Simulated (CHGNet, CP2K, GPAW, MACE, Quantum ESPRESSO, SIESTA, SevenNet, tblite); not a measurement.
**Forces in generalised stacking fault on (111) (shuffle set) of a GaAs-GaSb solid solution (48 atoms), program by program**

Aim: forces, pressure of generalised stacking fault on (111) (shuffle set) of a GaAs-GaSb solid solution (48 atoms) at one geometry, from other programs and methods, against plane-wave PBE.

Results are calculated, not measured.

### Step 1. The structure

The cell holds 48 atoms (24 Ga, 10 Sb and 14 As), with edges of 8.27, 7.16 and 20.54 Å. Recipe: zinc-blende GaAs lattice (a = 5.8453 Å, the value set for the mixture), cell with z along [111], 2 x 1 x 2 periods; the third cell vector is tilted by 0.833 of 1/2[1-10] and lengthened by 0 Å, so the cell holds one fault (shuffle set); displaced by a Gaussian of 0.01 Å; 10 of 24 As sites given to Sb at random (lattice constant by Vegard's rule between GaAs and GaSb). Then every atom was moved at random, 0.03 Å r.m.s. a Cartesian component. The density is 5.46 g/cm³.

### Step 2. The reference input

Quantum ESPRESSO 7.5: Kohn-Sham DFT, PBE, SSSP efficiency 1.3.0 pseudopotentials, plane waves. Its input, pw.in:

```
&control
  calculation = 'scf'
  pseudo_dir = './pseudo'
  outdir = './tmp'
  disk_io = 'none'
  tprnfor = .true.
  tstress = .true.
/
&system
  ibrav = 0
  nat = 48
  ntyp = 3
  ecutwfc = 70
  ecutrho = 560
  nosym = .true.
  occupations = 'smearing'
  smearing = 'fd'
  degauss = 0.003675
/
&electrons
  conv_thr = 2.4e-07
  electron_maxstep = 100
  mixing_beta = 0.2
  mixing_mode = 'local-TF'
  diagonalization = 'david'
/
ATOMIC_SPECIES
Ga 69.723 Ga.upf
Sb 121.760 Sb.upf
As 74.922 As.upf
CELL_PARAMETERS angstrom
8.26650 0.00000 0.00000
0.00000 7.15900 0.00000
3.44440 0.00000 20.24871
ATOMIC_POSITIONS crystal
Ga 0.35793 0.49985 0.93972
Sb 0.72155 0.49674 0.06505
Ga 0.71065 0.82609 0.10555
As 0.64420 0.83577 0.22876
[... 42 atom lines left out ...]
Ga 0.92962 0.16643 0.77347
Sb 0.87330 0.17476 0.89589
K_POINTS gamma
```

```console
$ OMP_NUM_THREADS=1 mpirun -np 4 pw.x -in pw.in > output.txt
```

Wall time 11 min (4 MPI ranks of Arm Neoverse V2, shared host); peak memory 4.7 GiB.

It converged with an r.m.s. force component of 0.78 eV/Å and a pressure of 5.0 GPa.

### Step 3. The other programs

- CHGNet: machine-learned potential, published weights.
- CP2K 2026.2: Gaussian basis with GTH pseudopotentials and a plane-wave density; labels give functional, basis (MOLOPT sets; SR short-range, UZH the newer set with its own potentials), grid cutoff/relative cutoff and solver (OT: orbital transformation; TRS4, TC2, SIGN: linear-scaling purification with its sparsity filter), or its built-in tight binding.
- GPAW 26.7.0: PAW with atomic orbitals (LCAO), plane waves or a real-space grid of spacing h.
- MACE: machine-learned potential, published weights.
- SIESTA 5.4.2: numerical atomic orbitals, whose automatically made sets are far from complete, with PseudoDojo norm-conserving potentials that we converted to its format (checked against plane waves on the same files for H, C, O, Si, Ge and Ca alone); labels give functional, basis size, energy shift and mesh cutoff.
- SevenNet: machine-learned potential, published weights.
- tblite 0.8.0: extended tight binding, driven from Python.

All use the same cell and atoms, and the electronic-structure runs the same k-mesh.

### Step 4. All runs compared

Differences are against the reference: forces as r.m.s. over components, share as that over the reference's r.m.s. force, slope as the fitted ratio of a run's forces to the reference's.

```csv
run,"Δ force, r.m.s. (meV/Å)",share (%),slope,Δ pressure (GPa),cores,CPU time,memory (GiB)
reference,-,-,-,-,4,43 min,4.7
CHGNet 0.3.0 potential,441,56.4,0.476,-1.50,1,3.1 s,0.54
"CP2K PBE, DZVP-UZH, 800/60 Ry, diagonalisation",26.8,3.43,1.020,0.902,2,6.2 min,5.2
"CP2K PBE, SZV-MOLOPT-SR, 800/60 Ry, diagonalisation (coarse)",191,24.4,1.187,1.80,1,3.6 min,5.1
"CP2K PBE, TZVP-MOLOPT (SR for Ga, Sb, As), 800/60 Ry, diagonalisation",25.7,3.28,1.018,0.802,4,6.3 min,7.4
"CP2K PBE, TZVP-UZH, 800/60 Ry, diagonalisation",25.6,3.27,1.015,0.732,4,6.9 min,7.8
"GPAW LDA, LCAO dzp, h 0.2 Å",34.3,4.39,0.993,-,1,2.6 min,1.3
"GPAW PBE, LCAO dzp, h 0.2 Å",51.2,6.55,1.054,-,1,2.6 min,1.3
"GPAW PBE, LCAO sz(dzp), h 0.2 Å (coarse)",163,20.9,1.189,-,1,48 s,0.99
"GPAW PBE, LCAO szp(dzp), h 0.2 Å (coarse)",127,16.2,1.142,-,1,1.9 min,1.2
MACE MP-0b3 medium potential,283,36.3,0.740,-1.71,1,6.2 s,0.7
"SIESTA PBE, DZP, shift 0.005 Ry, mesh 300 Ry",33.8,4.32,1.014,1.20,1,7.6 min,1.4
"SIESTA PBE, DZP, shift 0.01 Ry, mesh 150 Ry (coarse)",50.1,6.41,1.002,1.02,1,2.1 min,0.57
"SIESTA PBE, DZP, shift 0.01 Ry, mesh 300 Ry",41.9,5.36,0.996,0.548,1,5 min,1.2
"SIESTA PBE, SZ, shift 0.01 Ry, mesh 300 Ry (coarse)",231,29.6,1.278,3.50,1,68 s,0.62
"SIESTA PBE, TZP, shift 0.01 Ry, mesh 300 Ry",41.3,5.29,1.013,0.603,2,6.4 min,1.6
SevenNet l3i5 potential,253,32.3,0.813,-1.31,1,7.8 s,0.91
tblite GFN1-xTB,310,39.7,1.206,4.61,1,3.5 s,0.12
```

Rows marked coarse were listed beforehand as settings not expected to be converged; some can still land near the reference.

Times of the machine-learned potentials are mostly Python's start and the loading of weights.

CPU time is summed over cores on shared hosts, so it is rough.

### Step 5. Findings

Forces lie from 3.3 % (CP2K PBE, TZVP-UZH, 800/60 Ry, diagonalisation) to 56 % (CHGNet 0.3.0 potential) of the reference's r.m.s. force of 0.78 eV/Å away from it. The PBE runs in local orbitals, coarse settings apart, differ by 3.3 % (CP2K PBE, TZVP-UZH, 800/60 Ry, diagonalisation) to 6.6 % (GPAW PBE, LCAO dzp, h 0.2 Å); basis, grid and potentials can all enter. Tight binding differs by 40 % (tblite GFN1-xTB); it is another model, with fitted parameters of its own, and the xTB methods hold dispersion. Machine-learned potentials differ by 32 % (SevenNet l3i5 potential) to 56 % (CHGNet 0.3.0 potential); they were trained on other programs' data. Among those trained on PBE data the slope goes as low as 0.48, which softening far from their training structures can give, though the reference's k-sampling is untested too.

Rows with another functional or a dispersion term differ by 4.4 % (GPAW LDA, LCAO dzp, h 0.2 Å), which mixes the change of model with differences of basis and potentials. Runs with settings chosen to be coarse differ by 6.4 % (SIESTA PBE, DZP, shift 0.01 Ry, mesh 150 Ry) to 30 % (SIESTA PBE, SZ, shift 0.01 Ry, mesh 300 Ry), their programs' other errors included. SIESTA PBE, SZ, shift 0.01 Ry, mesh 300 Ry stiffens the forces by a factor of 1.28 while following their directions (correlation 0.997); the slopes of the 5 SIESTA runs lie between 1.00 and 1.28. From SIESTA PBE, DZP, shift 0.01 Ry, mesh 150 Ry to the finer SIESTA PBE, DZP, shift 0.01 Ry, mesh 300 Ry the share falls from 6.4 to 5.4 %. Pressures at PBE, coarse settings apart, lie +0.55 to +1.20 GPa from the reference's.

**Limits.** Periodic xTB results under one method name differ between programs and library versions. The potentials hold different valence shells: 532 electrons in the reference, 432 in CP2K with TZVP-UZH, 292 in GPAW and 672 in SIESTA; this bears on time and differences. GPAW's setups keep the filled d shell of Ga in the core. The reference's pressure holds the uncorrected Pulay stress of its 70 Ry basis, so small pressure differences may be the reference's own error. GPAW's Ga setup keeps the 3d shell in the core. Machine-learned potentials mimic data converged in k, so the reference's own k-point error enters their differences. The reference's stress is far from hydrostatic: its diagonal is 11.0, 1.5, 2.5 GPa, compression counted positive. The host structure and its lattice constant were typed by rule, without a check against the phase diagram. The electronic-structure runs sample only Γ, in a cell whose shortest periodic width is 7 Å, which is coarse for a cell with partly filled levels. Spin–orbit coupling is left out, which matters for the levels of the heavy elements. The reference's pressure of 5.0 GPa reflects the volume that the recipe set, positions that aren't this level's minimum and the coarse k-sampling. Where levels are smeared, the DFT runs use Fermi–Dirac occupations at 580 K (0.05 eV), and energies are free energies. The atoms were displaced at random, and shares hang on the size of the forces that this gives. The reference's cutoffs and mesh weren't converged further here.

[Logs are printed without paths, hosts, clocks, repeated set-up lines and the standing remarks that a program may print on its own settings, such as how far it seeks lower states.]

[Hosts, paths, dates, database ids (printed as entryN), source tags and the programs' standing remarks are cut or masked in the printed files.]

[Cells were taken only where this reference lay near another plane-wave run.]
